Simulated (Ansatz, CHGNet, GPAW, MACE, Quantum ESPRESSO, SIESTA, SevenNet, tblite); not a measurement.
# Ru(0001) slab (54 atoms): atom by atom

The starting structure: Hcp Ru (a = 2.706 Å, c = 4.282 Å), (0001) slab of 3 repeat layers, 3 x 3 surface cells, 12 Å of vacuum; not relaxed, displaced by a Gaussian of 0.02 Å. Then every atom was moved at random, 0.02 Å r.m.s. a Cartesian component.

Calculated values (SIESTA 5.4.2, Kohn-Sham DFT, PBE, PseudoDojo 0.4.1 norm-conserving pseudopotentials (converted to PSML), numerical atomic orbitals (TZP), diagonalisation; shift 0.01 Ry; mesh 300 Ry; levels smeared at 580 K; Γ point) for the built cell with every atom moved at random.

Cell vectors (Å):

```
8.118 0.000 0.000
4.059 7.030 0.000
0.000 0.000 22.705
```

Positions (Å):

```
1 Ru 8.047 0.004 6.042
2 Ru 8.117 1.575 8.124
3 Ru 12.160 7.015 10.258
4 Ru 8.182 1.510 12.433
5 Ru 8.116 0.036 14.569
6 Ru 8.164 1.525 16.746
7 Ru 2.731 0.005 5.979
8 Ru 2.717 1.630 8.153
9 Ru 2.728 0.013 10.317
10 Ru 2.731 1.562 12.476
11 Ru 2.724 0.006 14.503
12 Ru 2.704 1.555 16.709
13 Ru 9.457 2.321 5.991
14 Ru 9.507 3.930 8.131
15 Ru 1.369 2.337 10.279
16 Ru 9.465 3.938 12.480
17 Ru 9.452 2.364 14.605
18 Ru 9.493 3.945 16.647
19 Ru 9.470 7.008 6.007
20 Ru 5.357 1.558 8.147
21 Ru 5.386 0.019 10.324
22 Ru 5.398 1.594 12.415
23 Ru 5.392 0.022 14.578
24 Ru 5.440 1.580 16.709
25 Ru 4.032 2.358 5.972
26 Ru 4.079 3.893 8.164
27 Ru 4.051 2.324 10.313
28 Ru 4.063 3.934 12.450
29 Ru 4.046 2.350 14.596
30 Ru 4.036 3.903 16.737
31 Ru 2.705 4.664 6.022
32 Ru 10.859 6.215 8.099
33 Ru 10.823 4.715 10.305
34 Ru 10.848 6.262 12.467
35 Ru 10.813 4.686 14.565
36 Ru 10.838 6.233 16.667
37 Ru 6.755 2.352 5.992
38 Ru 6.716 3.900 8.110
39 Ru 6.749 2.391 10.326
40 Ru 6.711 3.920 12.441
41 Ru 6.789 2.375 14.595
42 Ru 6.765 3.926 16.687
43 Ru 5.375 4.695 6.009
44 Ru 5.398 6.265 8.123
45 Ru 5.388 4.727 10.353
46 Ru 5.397 6.270 12.436
47 Ru 5.418 4.724 14.580
48 Ru 5.448 6.227 16.690
49 Ru 8.124 4.741 5.956
50 Ru 8.153 6.215 8.094
51 Ru 8.111 4.712 10.274
52 Ru 8.085 6.305 12.375
53 Ru 8.103 4.705 14.588
54 Ru 8.137 6.245 16.695
```

Predict the forces and charges.

Columns: atom, q, fx, fy, fz (forces in eV/Å, q the Hirshfeld charge in e).

```
1 -0.01 0.194 0.656 0.990
2 0.01 0.086 -0.165 -0.917
3 0.00 -0.090 -0.170 -0.065
4 0.00 -0.182 0.442 -0.607
5 0.01 0.115 -0.166 1.215
6 -0.01 -0.141 -0.276 -1.306
7 -0.01 0.332 0.069 1.282
8 0.01 -0.191 -0.363 -0.699
9 0.00 -0.011 0.407 -0.618
10 0.00 -0.455 0.247 -0.421
11 0.01 0.286 -0.213 1.292
12 -0.01 -0.101 0.085 -0.968
13 -0.01 -0.206 -0.193 1.292
14 0.01 -0.809 -0.258 -0.508
15 0.00 -0.251 0.426 0.234
16 -0.01 -0.300 0.101 -0.635
17 0.01 0.012 -0.290 0.813
18 -0.01 0.027 -0.003 -0.689
19 -0.01 -0.042 -0.339 0.975
20 0.01 0.024 0.302 -0.477
21 0.00 0.382 -0.185 -0.136
22 0.00 0.086 0.411 0.012
23 0.01 -0.095 0.187 0.895
24 -0.01 0.097 0.182 -1.290
25 -0.01 -0.154 0.168 0.777
26 0.01 0.512 -0.482 -0.590
27 0.00 -0.187 -0.074 0.046
28 0.00 0.115 -0.449 -0.259
29 0.01 0.218 0.020 1.030
30 -0.01 0.059 -0.172 -1.315
31 -0.01 0.313 -0.122 0.688
32 0.01 -0.532 0.461 -0.529
33 0.00 0.130 0.149 0.207
34 0.00 -0.254 -0.164 -0.344
35 0.01 0.433 0.034 0.991
36 -0.01 0.004 0.354 -0.918
37 -0.01 0.176 0.119 1.133
38 0.01 0.169 0.572 -0.693
39 0.00 0.633 -0.090 -0.023
40 0.00 0.336 -0.004 -0.372
41 0.01 0.374 -0.580 0.924
42 -0.01 -0.289 0.107 -0.965
43 -0.01 0.369 -0.283 0.987
44 0.01 0.053 0.215 -0.838
45 0.00 0.039 0.070 -0.426
46 0.01 -0.333 0.407 -0.240
47 0.01 -0.324 -0.311 1.041
48 -0.01 -0.111 0.299 -0.660
49 -0.01 -0.484 0.029 1.233
50 0.01 -0.093 -0.075 -0.741
51 0.00 -0.268 -0.767 0.177
52 0.00 0.737 -0.862 0.218
53 0.01 -0.386 0.414 0.665
54 -0.01 -0.055 0.078 -0.965
```

Only the Γ point is sampled, in a cell whose shortest periodic width is 7 Å.

The r.m.s. force component is 0.530 eV/Å; the longest force, 1.34 eV/Å, acts on Ru6.

[Logs are printed without paths, hosts, clocks, repeated set-up lines and the standing remarks that a program may print on its own settings, such as how far it seeks lower states.]

[Hosts, paths, dates, database ids (printed as entryN), source tags and the programs' standing remarks are cut or masked in the printed files.]
